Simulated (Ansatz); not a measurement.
# Heat carried by phonons in BN (F-43m), part 3 of 3

Aim: the lattice thermal conductivity of BN against temperature, and which phonons carry it. The starting cell is a computed one from a database.

Experimental results on record:
- thermal conductivity 760 W/m/K near room temperature (given in “Combining the AFLOW GIBBS and Elastic Libraries to efficiently and robustly screen thermo-mechanical properties of solids”, 2017, arXiv:1611.05714)

Ansatz 0.2.0; DFT LDA, scalar-relativistic, plane waves, PAW; PAW set soft_1.

So far. Step 2 (A first coarse run): The start is under -14 GPa at this level and looks like an insulator or semiconductor on this mesh. Step 5 (Relaxing to small residual forces and stress): The residual pressure is -0.0080 GPa, small enough for phonons. The relaxed cell has a = 3.580 Å (conventional setting).

### 6. Anharmonic force constants and conductivity (continued)

300 K; a sample spread over frequency. Mode lifetimes, by row, the first 40 of 90 rows:

| q1 | q2 | q3 | branch | frequency (THz) | rms speed (km/s) | three-phonon rate (1/ps) | isotope rate (1/ps) | lifetime (ps) | mean free path (nm) |
| --- | --- | --- | --- | --- | --- | --- | --- | --- | --- |
| 0 | 0 | 0.0345 | 1 | 1.63 | 10.14 | 0.0015 | 1.04e-6 | 665 | 6750 |
| 0 | 0.069 | 0.1379 | 2 | 6.723 | 10.16 | 0.027 | 5.78e-4 | 36.2 | 368 |
| 0 | 0.0345 | 0.2069 | 2 | 9.049 | 8.3 | 0.0208 | 0.00206 | 43.8 | 364 |
| 0.0345 | 0.1034 | -0.1379 | 2 | 10.5 | 10.86 | 0.038 | 0.00407 | 23.8 | 258 |
| 0.0345 | 0.1034 | 0.2759 | 2 | 11.71 | 9.82 | 0.0323 | 0.00683 | 25.5 | 251 |
| 0 | 0.069 | 0.1724 | 3 | 12.58 | 14.79 | 0.0432 | 0.0095 | 19 | 281 |
| 0.0345 | 0.1379 | 0.3103 | 2 | 13.37 | 9.94 | 0.0324 | 0.014 | 21.6 | 214 |
| 0.0345 | 0.2069 | -0.2069 | 1 | 13.96 | 7.15 | 0.0122 | 0.018 | 33.1 | 237 |
| 0.0345 | 0.1034 | -0.3448 | 1 | 14.53 | 4.27 | 0.0118 | 0.0251 | 27.1 | 115 |
| 0 | 0.0345 | -0.4828 | 2 | 14.86 | 2.96 | 0.00992 | 0.0306 | 24.7 | 73.1 |
| 0 | 0.1379 | 0.4138 | 1 | 15.29 | 5.32 | 0.0267 | 0.0347 | 16.3 | 86.7 |
| 0.1034 | 0.2069 | 0.4483 | 1 | 15.65 | 6.98 | 0.0216 | 0.0366 | 17.2 | 120 |
| 0.069 | 0.2759 | -0.2069 | 1 | 16.1 | 6.9 | 0.0173 | 0.0392 | 17.7 | 122 |
| 0.0345 | 0.1724 | -0.4483 | 1 | 16.47 | 4.57 | 0.015 | 0.0416 | 17.7 | 80.6 |
| 0 | 0.1379 | -0.3103 | 2 | 16.93 | 9.72 | 0.0355 | 0.0467 | 12.2 | 118 |
| 0.1379 | 0.2759 | 0.4828 | 1 | 17.24 | 7.5 | 0.0241 | 0.0491 | 13.7 | 102 |
| 0.0345 | 0.2069 | -0.2069 | 2 | 17.69 | 9.92 | 0.0428 | 0.054 | 10.3 | 102 |
| 0.1379 | 0.3103 | 0.4828 | 1 | 18.02 | 7.56 | 0.0263 | 0.057 | 12 | 90.7 |
| 0.0345 | 0.3448 | 0.3793 | 2 | 18.42 | 6.28 | 0.0316 | 0.0635 | 10.5 | 66 |
| 0.069 | 0.3103 | 0.4828 | 1 | 18.77 | 6.17 | 0.0253 | 0.0659 | 11 | 67.7 |
| 0.1034 | 0.2759 | -0.1724 | 2 | 19.17 | 8.92 | 0.0409 | 0.0692 | 9.09 | 81 |
| 0.0345 | 0.3448 | -0.3448 | 1 | 19.42 | 3.71 | 0.0111 | 0.0685 | 12.6 | 46.6 |
| 0.1034 | 0.2069 | 0.3448 | 3 | 19.83 | 9.79 | 0.0624 | 0.0686 | 7.63 | 74.7 |
| 0.0345 | 0.1034 | 0.3103 | 3 | 20.16 | 12.03 | 0.0582 | 0.0724 | 7.66 | 92.1 |
| 0.069 | 0.3793 | -0.4483 | 1 | 20.47 | 4.8 | 0.0162 | 0.0869 | 9.7 | 46.6 |
| 0.1034 | 0.4138 | -0.4828 | 1 | 20.77 | 4.69 | 0.0204 | 0.0975 | 8.49 | 39.8 |
| 0 | 0.4828 | 0.4828 | 2 | 21.09 | 0.8 | 0.00843 | 0.0965 | 9.53 | 7.59 |
| 0.1034 | 0.4483 | -0.3448 | 1 | 21.43 | 5.22 | 0.0134 | 0.0828 | 10.4 | 54.2 |
| 0.1034 | 0.2759 | -0.3103 | 2 | 21.83 | 8.85 | 0.0329 | 0.0721 | 9.52 | 84.3 |
| 0.069 | 0.1724 | 0.3793 | 3 | 22.21 | 10.01 | 0.0666 | 0.0642 | 7.65 | 76.6 |
| 0.0345 | 0.2759 | -0.4483 | 2 | 22.66 | 8.55 | 0.032 | 0.0697 | 9.84 | 84.1 |
| 0.1034 | 0.3103 | -0.3793 | 2 | 23.18 | 7.89 | 0.0316 | 0.0653 | 10.3 | 81.4 |
| 0.0345 | 0.2414 | -0.2414 | 3 | 23.62 | 7.08 | 0.0864 | 0.0605 | 6.81 | 48.2 |
| 0.0345 | 0.3103 | -0.4138 | 2 | 24.17 | 7.69 | 0.0307 | 0.0719 | 9.74 | 74.9 |
| 0 | 0.2069 | 0.4138 | 3 | 24.59 | 7.34 | 0.0773 | 0.0651 | 7.02 | 51.6 |
| 0.1034 | 0.3103 | 0.4828 | 3 | 25.08 | 5.85 | 0.0765 | 0.0589 | 7.38 | 43.2 |
| 0 | 0.2414 | -0.3103 | 3 | 25.64 | 7.81 | 0.0873 | 0.0584 | 6.86 | 53.6 |
| 0.069 | 0.2069 | 0.4828 | 3 | 26.17 | 7.74 | 0.0811 | 0.0516 | 7.53 | 58.3 |
| 0 | 0.3103 | 0.4828 | 3 | 26.64 | 3.98 | 0.0557 | 0.0661 | 8.22 | 32.7 |
| 0.0345 | 0.1379 | -0.3448 | 3 | 26.88 | 8.28 | 0.0888 | 0.098 | 5.35 | 44.3 |

Without the LO-TO term. Gamma linewidths, by row:

```
branch  frequency (cm⁻¹)  three-phonon rate (1/ps)  isotope rate (1/ps)  FWHM (cm⁻¹)
     4              1067                     0.173               0.0945         1.42
     5              1067                     0.173               0.0945         1.42
     6              1067                     0.173               0.0945         1.42
```

W/m/K, third of the trace; RTA populations with a boundary rate v/L added to each mode (Matthiessen's rule). Kappa by grain size, by row:

```csv
T (K),bulk,10 nm,30 nm,100 nm,300 nm,1000 nm,10000 nm,100000 nm
100,6484,3.453,10.08,31.31,83.51,227.8,1152,3406
300,805.4,38.32,96.46,219.8,374,539.4,733.2,794.3
600,425.3,60.47,133,242,326.8,381.2,417.9,424.4
```

W/m/K, third of the trace; RTA populations with the isotope rates scaled. Kappa by mass disorder, by row:

```csv
T (K),no isotopes,as typed,variance x 3,variance x 10,variance x 30
100,16190,6484,3920,1997,963.3
300,1400,805.4,576.7,375.2,236.9
600,633.1,425.3,300.5,185.7,115.1
```

At 300 K the relaxation-time value is 806 W/(m K).

### 7. Outcome

```json
{
  "highest frequency": "1296 cm⁻¹",
  "Debye temperature from the second moment": "1665 K",
  "κ at 300 K (relaxation time)": "805.5 W/m/K",
  "mean free path at half of κ": "318 nm",
  "share of κ above the three lowest branches": "0.002"
}
```

What this shows: The lattice of BN conducts 806 W/(m K) at 300 K by LDA (mean over directions, relaxation-time solution). Above 300 K the relaxation-time κ falls as T^-0.87. Grains of 100 nm would keep 27 % of the bulk value at 300 K, and grains of 1 µm 67 %. Removing the natural isotope disorder raises κ at 300 K by 74 %. A measured thermal conductivity near room temperature is 760 W/m/K (arXiv:1611.05714); the calculated 806 W/m/K differs by +6 %. Part of this agreement may be a cancellation, since four-phonon scattering and the shift of frequencies with temperature are both left out, and a relaxation-time value usually lies below the full solution. The last run computed the relaxation-time solution alone; it counts normal processes as resistive, so the full solution usually lies higher, most of all in good conductors. The sum rules changed one orbit of cubic constants by up to 17 %; by the manual a large change points to a short cutoff or, on a small and distant orbit, to noisy forces. The conductivities include the coherence part between close branches; the shares for grains, isotopes, branches and paths are of the relaxation-time populations alone. Cubic couplings among atoms farther apart than the pair cutoff are dropped, and neither the cutoff nor the q-mesh was shown to be converged here. The interpolation has no quadrupole term, so branches near the zone centre are less sure, since this crystal has sites that are not centres of inversion. The PAW files were made for PBE and are used here under another functional, for which the program regenerates the frozen cores.

[Logs are printed without paths, hosts, clocks, repeated set-up lines and the standing remarks that a program may print on its own settings, such as how far it seeks lower states.]

[Hosts, paths, dates, database ids (printed as entryN), source tags and the programs' standing remarks are cut or masked in the printed files.]

[A step with changed settings may run another functional than the one named; its input shows which.]
